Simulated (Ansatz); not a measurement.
# Au on Al(110), quarter in the top layer, both faces: core shifts and d bands

How do strain and neighbours shift the levels in Au on Al(110), quarter in the top layer, both faces? Spin–orbit coupling is left out of the bands throughout.

Calculated with Ansatz 0.2.0; DFT, PBEsol, plane-wave PAW, default files, scalar-relativistic.

Most raw output is cut from this account.

## 1. The structure

The cell holds 6 atoms: 6 Al. Cell: a = 4.040 Å, b = 2.857 Å, c = 21.142 Å, α = 90.0°, β = 90.0°, γ = 90.0°. It derives from Al. Vacuum lies along c.

## 2. The clean face

The clean face is the reference for what the added atoms change.

input.yaml

```yaml
crystal:
  lattice:
    - [4.04, 0.0, 0.0]
    - [0.0, 2.856711396, 0.0]
    - [0.0, 0.0, 21.14177849]
  atoms:
    - { symbol: Al, position: [0.0, 0.0, 0.668902027] }
    - { symbol: Al, position: [0.5, 0.5, 0.601341216] }
    - { symbol: Al, position: [0.0, 0.0, 0.533780405] }
    - { symbol: Al, position: [0.5, 0.5, 0.466219595] }
    - { symbol: Al, position: [0.0, 0.0, 0.398658784] }
    - { symbol: Al, position: [0.5, 0.5, 0.331097973] }
kpoints:
  mp_grid: { grid: [10, 14, 1] }
scf:
  occupations: { method: fermi_dirac, width: 0.05 }
  n_extra_bands: 12
hamiltonian:
  xc: pbesol
  pseudopotentials: { kind: paw }
output:
  forces: true
  write_potential: true
  volumetric_format: []
  efg: { contact_densities: true }
  dos:
    projected: true
    de: 0.05
    e_range: [-30, 12]
    method: { smearing: { sigma: 0.1, scheme: gaussian } }
relax:
  f_tol: 0.03
  max_steps: 50
  constraints: [{ sites: [3] }]
```

The run is started by

```sh
ansatz run input.yaml --threads 4 --pin off --max-ram 12288MiB --backend cpu --events-out ev --progress --plain --runs-dir out
```

The job ended after 15 s (4 threads of Arm Neoverse V2, shared host; peak memory 0.6 GiB).

Step by step:

```tsv
step	energy less that of the first step (eV)	largest force component (eV/Å)
1	0.0000	0.2955
2	-0.0541	0.1057
3	-0.0599	0.0343
4	-0.0602	0.0023
```

The atoms that moved most (Å):

```tsv
atom	dx	dy	dz	length
Al1	0.000	0.000	-0.200	0.200
Al3	0.000	0.000	-0.106	0.106
Al5	0.000	0.000	-0.095	0.095
Al6	0.000	0.000	0.093	0.093
Al2	0.000	0.000	-0.011	0.011
```

The relaxed structure:

```xyz
6
Lattice="4.0400 0.0000 0.0000 0.0000 2.8567 0.0000 0.0000 0.0000 21.1418" Properties=species:S:1:pos:R:3
Al    0.0000    0.0000   13.9418
Al    2.0200    1.4284   12.7023
Al    0.0000    0.0000   11.1792
Al    2.0200    1.4284    9.8567
Al    0.0000    0.0000    8.3330
Al    2.0200    1.4284    7.0935
```

Numbers from this step:

```yaml
free_energy: -3145.5715 eV
energy_at_zero_smearing: -3145.5580 eV
smearing_term_ts: 0.02696 eV
fermi_energy: 0.9334 eV
symmetry_operations: 4
zero_of_energy: Fermi level
share_of_occupied_states_in_no_projected_shell: 0.0161 of the occupied states in the window
dos_at_the_fermi_level: 3.291 states/eV/cell
work_function_upper_face: 3.932 eV
work_function_lower_face: 3.932 eV
```

The DOS has structure finer than the step of the table below, so its rows give means over 0.5 eV, whole bins alone (the curve runs from -12.6 to 4.12 eV). Peaks (eV: height): total -5.08: 2.65, -3.17: 2.94, -2.17: 3.42, 0.53: 4.51, 1.12: 3.71, 1.52: 3.29, 3.23: 5.04; Al 3p -2.17: 2.57, -1.57: 2.32, 0.53: 3.31, 1.12: 2.40, 1.52: 2.33, 2.12: 2.55, 3.23: 3.37; Al 3s -5.08: 0.895, -4.47: 0.938, -0.07: 1.23, 1.12: 1.04, 2.33: 0.830, 3.12: 0.956, 3.92: 0.906.

Table of DOS by E, zero at the Fermi level; means over each step; values in states/eV/cell:

```tsv
E (eV)	total	Al 3p	Al 3s
-11.5	0	0	0
-11.0	0.110	0.0240	0.0860
-10.5	0.489	0.178	0.311
-10.0	0.508	0.264	0.243
-9.5	0.873	0.477	0.395
-9.0	0.905	0.525	0.378
-8.5	1.10	0.694	0.407
-8.0	0.991	0.633	0.355
-7.5	1.46	0.915	0.541
-7.0	1.42	0.881	0.532
-6.5	1.55	1.01	0.535
-6.0	1.56	0.990	0.554
-5.5	1.28	0.789	0.477
-5.0	2.09	1.36	0.706
-4.5	2.13	1.34	0.765
-4.0	1.85	1.14	0.681
-3.5	2.09	1.45	0.609
-3.0	2.25	1.56	0.649
-2.5	2.33	1.75	0.537
-2.0	2.89	2.15	0.685
-1.5	2.47	1.85	0.558
-1.0	1.93	1.37	0.497
-0.5	2.14	1.38	0.673
0.0	3.28	2.05	1.07
0.5	3.49	2.47	0.849
1.0	2.69	1.82	0.699
1.5	2.69	1.82	0.670
2.0	3.05	1.97	0.756
2.5	3.21	2.11	0.698
3.0	3.89	2.57	0.793
3.5	2.95	1.89	0.548
```

From the Fermi level. Table of planar mean, electrostatic potential by z:

z (Å), planar mean, electrostatic potential (eV) and a bar from the least value:
```
        0       3.93 ##############################
        1       3.93 ##############################
        2       3.93 ##############################
        3       3.93 ##############################
        4       3.92 ##############################
        5       3.75 #############################
        6       1.80 #######################
        7      -3.88 #####
        8      -5.63 
        9      -4.46 ####
       10      -4.56 ###
       11      -4.64 ###
       12      -4.47 ####
       13      -5.47 #
       14      -3.98 #####
       15       1.61 #######################
       16       3.73 #############################
       17       3.92 ##############################
       18       3.93 ##############################
       19       3.93 ##############################
       20       3.93 ##############################
```

Recipe: projected DOS times atomic cross section and asymmetry factor (unpolarised light, 90° from the beam), occupied states only, Fermi edge at 77 K, a Lorentzian width of 0.05 eV growing by 0.03 eV per eV of binding energy, and a resolution of 0.45 eV. Each atom is damped by exp[−depth/(λ cos θ)], θ = 0° from the normal, λ from the universal curve. Curves are cut 10 eV under the photon energy, above any shell that the free atom's threshold puts out of reach, or at the lower edge of the window: 11.2 eV at 21.2 eV, 12.6 eV at 100 eV, 12.6 eV at 900 eV, 12.6 eV at 1486.7 eV and 12.6 eV at 8047.8 eV. Matrix elements of the solid and inelastic losses aren't modelled, nor non-dipole terms, which matter above 3 keV.

Share of each shell in the spectrum's area (%), by photon energy:

```tsv
shell	21.2 eV	100 eV	900 eV	1486.7 eV	8047.8 eV
Al 3s	63.5	41.6	76.2	84.0	96.7
Al 3p	36.5	58.4	23.8	16.0	3.3
```

Cross sections used, in Mb an electron:

```tsv
shell	21.2 eV	100 eV	900 eV	1486.7 eV	8047.8 eV
Al 3s	0.15	0.053	0.0011	3.5e-4	4.3e-6
Al 3p	0.070	0.040	1.9e-4	4.0e-5	1.0e-7
```

At the Fermi level the DOS is 3.29 states/eV a cell, and on the broadened curves Al 3p holds 59 % of the total there.

## 3. Relaxing the atoms

System of this step: Al11Au. The cell holds 24 atoms: 2 Au and 22 Al. Its edges and angles: a = 8.080 Å, b = 5.713 Å, c = 21.142 Å, α = 90.0°, β = 90.0°, γ = 90.0°. It derives from Al. How the cell was made: overlayer; added: Au; how: quarter in the top layer, both faces. Regions: L1, 4 atoms (3 Al and 1 Au); L2, 4 atoms (4 Al); L3, 4 atoms (4 Al); mid, 4 atoms (4 Al); rest, 8 atoms (7 Al and 1 Au). Vacuum lies along c.

Levels and vacuum steps follow bond lengths, so the atoms are relaxed first. 8 atoms are held to stand for the bulk.

input.yaml

```yaml
crystal:
  lattice:
    - [8.08, 0.0, 0.0]
    - [0.0, 5.713422792, 0.0]
    - [0.0, 0.0, 21.14177849]
  atoms:
    - { symbol: Au, position: [0.0, 0.0, 0.668902027] }
    - { symbol: Al, position: [0.5, 0.0, 0.668902027] }
    - { symbol: Al, position: [0.0, 0.5, 0.668902027] }
    - { symbol: Al, position: [0.5, 0.5, 0.668902027] }
    - { symbol: Al, position: [0.25, 0.25, 0.601341216] }
    - { symbol: Al, position: [0.75, 0.25, 0.601341216] }
    - { symbol: Al, position: [0.25, 0.75, 0.601341216] }
    - { symbol: Al, position: [0.75, 0.75, 0.601341216] }
    - { symbol: Al, position: [0.0, 0.0, 0.533780405] }
    - { symbol: Al, position: [0.5, 0.0, 0.533780405] }
    - { symbol: Al, position: [0.0, 0.5, 0.533780405] }
    - { symbol: Al, position: [0.5, 0.5, 0.533780405] }
    - { symbol: Al, position: [0.25, 0.25, 0.466219595] }
    - { symbol: Al, position: [0.75, 0.25, 0.466219595] }
    - { symbol: Al, position: [0.25, 0.75, 0.466219595] }
    - { symbol: Al, position: [0.75, 0.75, 0.466219595] }
    - { symbol: Al, position: [0.0, 0.0, 0.398658784] }
    - { symbol: Al, position: [0.5, 0.0, 0.398658784] }
    - { symbol: Al, position: [0.0, 0.5, 0.398658784] }
    - { symbol: Al, position: [0.5, 0.5, 0.398658784] }
    - { symbol: Au, position: [0.25, 0.25, 0.331097973] }
    - { symbol: Al, position: [0.75, 0.25, 0.331097973] }
    - { symbol: Al, position: [0.25, 0.75, 0.331097973] }
    - { symbol: Al, position: [0.75, 0.75, 0.331097973] }
kpoints:
  mp_grid: { grid: [4, 6, 1] }
scf:
  occupations: { method: fermi_dirac, width: 0.05 }
  n_extra_bands: 18
hamiltonian:
  xc: pbesol
  pseudopotentials: { kind: paw }
output:
  forces: true
  write_potential: true
  volumetric_format: []
relax:
  f_tol: 0.03
  max_steps: 45
  constraints: [{ sites: [8, 9, 10, 11, 12, 13, 14, 15] }]
```

The job ended after 81 s (4 threads; peak memory 2.3 GiB).

Relaxation path:

```tsv
step	energy less that of the first step (eV)	largest force component (eV/Å)
1	0.0000	1.0701
2	-0.5125	0.5141
3	-0.5938	0.3088
4	-0.6392	0.0286
5	-0.6392	0.0287
```

Forces are held to the 2 operations that the run works with; a distortion that breaks them can't arise in this run.

The atoms that moved most (Å):

```tsv
atom	dx	dy	dz	length
Au21	0.003	-0.006	0.313	0.313
Au1	-0.003	0.006	-0.313	0.313
Al22	0.002	0.001	0.128	0.128
Al2	-0.002	-0.001	-0.128	0.128
Al24	0.005	-0.002	0.109	0.109
Al4	-0.005	0.002	-0.109	0.109
Al6	0.015	0.018	0.092	0.095
Al18	-0.015	-0.018	-0.092	0.095
```

This step gave:

```
free energy               : -37549.4892 eV
energy at zero smearing   : -37549.4531 eV
smearing term TS          : 0.07219 eV
Fermi energy              : 1.343 eV
symmetry operations       : 2
work function, upper face : 4.059 eV
work function, lower face : 4.059 eV
```

The relaxation ends 27 meV an atom lower, with a largest force component of 0.029 eV/Å on the free atoms. Between step 2 and this run (24 atoms) the value for the work function, upper face moves from 3.93 eV to 4.06 eV (+3 %).

(Continued in part 2 of 3.)

[Logs are printed without paths, hosts, clocks, repeated set-up lines and the standing remarks that a program may print on its own settings, such as how far it seeks lower states.]

[Hosts, paths, dates, database ids (printed as entryN), source tags and the programs' standing remarks are cut or masked in the printed files.]

[Maps of the electrostatic potential energy from Ansatz leave out the sawtooth potential of an applied field or a dipole correction, so their vacuum need not be flat; work functions include it.]
